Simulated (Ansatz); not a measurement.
## AlN (F-43m):Tl_Al, thermodynamic levels from a 54-atom cell

Charge states of Tl_Al in AlN (F-43m), set against the band edges. Model: a cell of 54 host atoms with 1 Al taken out and 1 Tl put in.

Main program and level: Ansatz 0.2.0; place-levels on r2SCAN runs: charge-transition levels and formation energies with image-charge correction and potential alignment at the atomic sites; PAW set soft_1.

## Step 1: The starting structure

The cell holds 54 atoms: 26 Al, 27 N and 1 Tl. Cell: a = 9.269 Å, b = 9.269 Å, c = 9.269 Å, α = 60.0°, β = 60.0°, γ = 60.0°. It derives from AlN (space group F-43m). Nearest the centre at fractional (0.333, 0.667, 0.667): Tl35 at 0.00 Å, N34 at 1.89 Å, N30 at 1.89 Å, N18 at 1.89 Å, N36 at 1.89 Å, Al23 at 3.09 Å, Al31 at 3.09 Å, Al5 at 3.09 Å.

Structure file:

```xyz
54
Lattice="0.0000 6.5542 6.5542 6.5542 0.0000 6.5542 6.5542 6.5542 0.0000" Properties=species:S:1:pos:R:3 pbc="T T T"
Al    0.0000    0.0000    0.0000
N     1.0924    1.0924    1.0924
Al    2.1847    2.1847    0.0000
N     3.2771    3.2771    1.0924
Al    4.3695    4.3695    0.0000
N     5.4618    5.4618    1.0924
Al    2.1847    0.0000    2.1847
N     3.2771    1.0924    3.2771
Al    4.3695    2.1847    2.1847
N     5.4618    3.2771    3.2771
Al    6.5542    4.3695    2.1847
N     7.6466    5.4618    3.2771
Al    4.3695    0.0000    4.3695
N     5.4618    1.0924    5.4618
Al    6.5542    2.1847    4.3695
N     7.6466    3.2771    5.4618
Al    8.7389    4.3695    4.3695
N     9.8313    5.4618    5.4618
Al    0.0000    2.1847    2.1847
N     1.0924    3.2771    3.2771
Al    2.1847    4.3695    2.1847
N     3.2771    5.4618    3.2771
Al    4.3695    6.5542    2.1847
N     5.4618    7.6466    3.2771
Al    2.1847    2.1847    4.3695
N     3.2771    3.2771    5.4618
Al    4.3695    4.3695    4.3695
N     5.4618    5.4618    5.4618
Al    6.5542    6.5542    4.3695
N     7.6466    7.6466    5.4618
Al    4.3695    2.1847    6.5542
N     5.4618    3.2771    7.6466
Al    6.5542    4.3695    6.5542
N     7.6466    5.4618    7.6466
Tl    8.7389    6.5542    6.5542
N     9.8313    7.6466    7.6466
Al    0.0000    4.3695    4.3695
N     1.0924    5.4618    5.4618
Al    2.1847    6.5542    4.3695
N     3.2771    7.6466    5.4618
Al    4.3695    8.7389    4.3695
N     5.4618    9.8313    5.4618
Al    2.1847    4.3695    6.5542
N     3.2771    5.4618    7.6466
Al    4.3695    6.5542    6.5542
N     5.4618    7.6466    7.6466
Al    6.5542    8.7389    6.5542
N     7.6466    9.8313    7.6466
Al    4.3695    4.3695    8.7389
N     5.4618    5.4618    9.8313
Al    6.5542    6.5542    8.7389
N     7.6466    7.6466    9.8313
Al    8.7389    8.7389    8.7389
N     9.8313    9.8313    9.8313
```

Known beforehand: the electronic dielectric constant, 4.64, and the static one, 8.51, computed on the host (DFPT, PBEsol, on the r2SCAN cell), and a cell off the functional's own equilibrium shifts the ionic part.

The cell's shortest repeat is 9.3 Å.

## Step 2: The runs of each charge state

Levels follow from differences of total energies between charge states, each relaxed by itself.

Each atom starts 0.05 Å or so off its site in a random direction: a symmetric start keeps its symmetry, and would miss off-centre moves and Jahn–Teller distortions. Forces are taken at one point at (¼, ¼, ¼). The cell holds 2 electrons more than the neutral one, with a uniform background that keeps it neutral on the whole.

The sampling was tested on the host first: at the k-points planned (1x1x1 shifted 0.25 0.25 0.25) its energy lies 0.045 eV an atom from the dense-mesh value, so the final energies take a denser sampling.

One of the inputs; charge, spin and start change from state to state.

Contents of qm2.relax/input.yaml:

```yaml
crystal:
  lattice:
    - [0.0, 6.55418986, 6.55418986]
    - [6.55418986, 0.0, 6.55418986]
    - [6.55418986, 6.55418986, 0.0]
  atoms:
    - { symbol: Al, position: [0.0, 0.0, 0.0] }
    - { symbol: "N", position: [0.08333333, 0.08333333, 0.08333333] }
    - { symbol: Al, position: [0.0, 0.0, 0.33333333] }
    - { symbol: "N", position: [0.08333333, 0.08333333, 0.41666667] }
    - { symbol: Al, position: [0.0, 0.0, 0.66666667] }
    - { symbol: "N", position: [0.08333333, 0.08333333, 0.75] }
    - { symbol: Al, position: [0.0, 0.33333333, 0.0] }
    - { symbol: "N", position: [0.08333333, 0.41666667, 0.08333333] }
    - { symbol: Al, position: [0.0, 0.33333333, 0.33333333] }
    - { symbol: "N", position: [0.08333333, 0.41666667, 0.41666667] }
    - { symbol: Al, position: [0.0, 0.33333333, 0.66666667] }
    - { symbol: "N", position: [0.08333333, 0.41666667, 0.75] }
    - { symbol: Al, position: [0.0, 0.66666667, 0.0] }
    - { symbol: "N", position: [0.08333333, 0.75, 0.08333333] }
    - { symbol: Al, position: [0.0, 0.66666667, 0.33333333] }
    - { symbol: "N", position: [0.08333333, 0.75, 0.41666667] }
    - { symbol: Al, position: [0.0, 0.66666667, 0.66666667] }
    - { symbol: "N", position: [0.08333333, 0.75, 0.75] }
    - { symbol: Al, position: [0.33333333, 0.0, 0.0] }
    - { symbol: "N", position: [0.41666667, 0.08333333, 0.08333333] }
    - { symbol: Al, position: [0.33333333, 0.0, 0.33333333] }
    - { symbol: "N", position: [0.41666667, 0.08333333, 0.41666667] }
    - { symbol: Al, position: [0.33333333, 0.0, 0.66666667] }
    - { symbol: "N", position: [0.41666667, 0.08333333, 0.75] }
    - { symbol: Al, position: [0.33333333, 0.33333333, 0.0] }
    - { symbol: "N", position: [0.41666667, 0.41666667, 0.08333333] }
    - { symbol: Al, position: [0.33333333, 0.33333333, 0.33333333] }
    - { symbol: "N", position: [0.41666667, 0.41666667, 0.41666667] }
    - { symbol: Al, position: [0.33333333, 0.33333333, 0.66666667] }
    - { symbol: "N", position: [0.41666667, 0.41666667, 0.75] }
    - { symbol: Al, position: [0.33333333, 0.66666667, 0.0] }
    - { symbol: "N", position: [0.41666667, 0.75, 0.08333333] }
    - { symbol: Al, position: [0.33333333, 0.66666667, 0.33333333] }
    - { symbol: "N", position: [0.41666667, 0.75, 0.41666667] }
    - { symbol: Tl, position: [0.33333333, 0.66666667, 0.66666667] }
    - { symbol: "N", position: [0.41666667, 0.75, 0.75] }
    - { symbol: Al, position: [0.66666667, 0.0, 0.0] }
    - { symbol: "N", position: [0.75, 0.08333333, 0.08333333] }
    - { symbol: Al, position: [0.66666667, 0.0, 0.33333333] }
    - { symbol: "N", position: [0.75, 0.08333333, 0.41666667] }
    - { symbol: Al, position: [0.66666667, 0.0, 0.66666667] }
    - { symbol: "N", position: [0.75, 0.08333333, 0.75] }
    - { symbol: Al, position: [0.66666667, 0.33333333, 0.0] }
    - { symbol: "N", position: [0.75, 0.41666667, 0.08333333] }
    - { symbol: Al, position: [0.66666667, 0.33333333, 0.33333333] }
    - { symbol: "N", position: [0.75, 0.41666667, 0.41666667] }
    - { symbol: Al, position: [0.66666667, 0.33333333, 0.66666667] }
    - { symbol: "N", position: [0.75, 0.41666667, 0.75] }
    - { symbol: Al, position: [0.66666667, 0.66666667, 0.0] }
    - { symbol: "N", position: [0.75, 0.75, 0.08333333] }
    - { symbol: Al, position: [0.66666667, 0.66666667, 0.33333333] }
    - { symbol: "N", position: [0.75, 0.75, 0.41666667] }
    - { symbol: Al, position: [0.66666667, 0.66666667, 0.66666667] }
    - { symbol: "N", position: [0.75, 0.75, 0.75] }
  host:
    repeats: [3, 3, 3]
    atoms:
      - { symbol: Al, position: [0.0, 0.0, 0.0] }
      - { symbol: "N", position: [0.25, 0.25, 0.25] }
total_charge: -2
basis:
  ecutwfc: 500
  xc_grid: 2
hamiltonian:
  xc: r2scan
  pseudopotentials: { kind: paw, azcp: { folder: soft_1 } }
kpoints:
  mp_grid: { grid: [1, 1, 1], shift: [0.25, 0.25, 0.25] }
scf:
  occupations: { method: fixed }
  max_iter: 80
output:
  forces: true
  charged_corrections:
    epsilon: 4.64
    static_epsilon: 8.51
    defect_position: [0.333333, 0.666667, 0.666667]
relax:
  f_tol: 0.02
  max_steps: 80
  random_displacement: { amplitude: 0.05, seed: 3808 }
checkpoint:
  write: "../qm2.relax.run"
  compress: false
  write_wavefunctions: true
  write_every: 100000
```

On the command line:

```console
ansatz run input.yaml --threads 4 --pin off --max-ram 7536MiB --backend cpu --events-out ev --progress --plain --runs-dir out
```

Defect states can disperse in a cell of this size, so the energy is taken again at a 2×2×2 shifted mesh, on the relaxed structure.

The run of this state that the levels use, under r2SCAN:

Contents of qm2.point/input.yaml:

```yaml
crystal:
  checkpoint: "../qm2.relax.run"
  host: checkpoint
total_charge: -2
basis:
  ecutwfc: 500
  xc_grid: 2
hamiltonian:
  xc: r2scan
  pseudopotentials: { kind: paw, azcp: { folder: soft_1 } }
kpoints:
  mp_grid: { grid: [2, 2, 2], shift: [0.5, 0.5, 0.5] }
scf:
  occupations: { method: fermi_dirac, width: 0.01 }
  max_iter: 80
output:
  forces: true
  eigenvalues: true
  charged_corrections:
    epsilon: 4.64
    static_epsilon: 8.51
    defect_position: [0.333333, 0.666667, 0.666667]
  eigenstates: { localisation: true }
  populations: true
checkpoint:
  read: "../qm2.relax.run"
  write: "../qm2.point.run"
  compress: false
  write_wavefunctions: false
  write_every: 100000
```

Relaxations under r2SCAN at one point at (¼, ¼, ¼); times on 4 threads of Intel Xeon Platinum 8259CL at 2.50GHz (Skylake/Cascade Lake), shared host:

```
charge  moment (μB)  occupations    outcome  steps  largest displacement against the far atoms (Å)     time
    −2            0        fixed  converged      7                                            0.41     82 s
    −1            1        fixed  converged      7                                            0.35  2.7 min
     0            0        fixed  converged      6                                            0.27     66 s
     0            2        fixed  converged      7                                            0.51  2.9 min
    +1            1        fixed  converged      7                                            0.29  3.2 min
    +1            3        fixed  converged      8                                            0.43    3 min
    −2            2        fixed  converged      7                                            0.34  2.7 min
```

Single points under r2SCAN at a 2×2×2 shifted mesh; times on 4 threads of Intel Xeon Platinum 8259CL at 2.50GHz (Skylake/Cascade Lake), shared host:

| charge | moment (μB) | occupations | outcome | time |
| --- | --- | --- | --- | --- |
| −2 | 0 | fermi-dirac | converged | 53 s |
| −1 | 1 | fermi-dirac | converged | 2.4 min |
| 0 | 0 | fermi-dirac | converged | 49 s |
| 0 | 2 | fermi-dirac | converged | 2.1 min |
| +1 | 1 | fermi-dirac | converged | 2.5 min |
| +1 | 3 | fermi-dirac | converged | 2.3 min |
| −2 | 2 | fermi-dirac | converged | 2.2 min |

Distances (Å) from Tl35 to the nearest atoms after relaxation with r2SCAN:

```
charge  moment (μB)      1.      2.      3.      4.       5.       6.
    −2            0  N 2.28  N 2.28  N 2.28  N 2.29  Al 3.10  Al 3.10
    −2            2  N 2.21  N 2.22  N 2.22  N 2.22  Al 3.09  Al 3.09
    −1            1  N 2.21  N 2.21  N 2.21  N 2.22  Al 3.10  Al 3.10
     0            0  N 2.14  N 2.14  N 2.14  N 2.14  Al 3.11  Al 3.12
     0            2  N 2.20  N 2.20  N 2.20  N 2.38  Al 3.12  Al 3.12
    +1            1  N 2.12  N 2.13  N 2.13  N 2.22  Al 3.09  Al 3.11
    +1            3  N 2.17  N 2.31  N 2.31  N 2.31  Al 3.13  Al 3.13
```

(Part 1 of 2 ends here.)

[Logs are printed without paths, hosts, clocks, repeated set-up lines and the standing remarks that a program may print on its own settings, such as how far it seeks lower states.]

[Hosts, paths, dates, database ids (printed as entryN), source tags and the programs' standing remarks are cut or masked in the printed files.]

[Where a table of states has a column of steps, it counts the stored structures, which are thinned; the runs took as many ionic steps or more.]

[A defect's name tells the site on which it was built; relaxed atoms can leave that site.]

[For some hosts the program warned that the k-mesh of the response run may be too coarse for force constants and the static dielectric constant; such warnings are not shown here.]
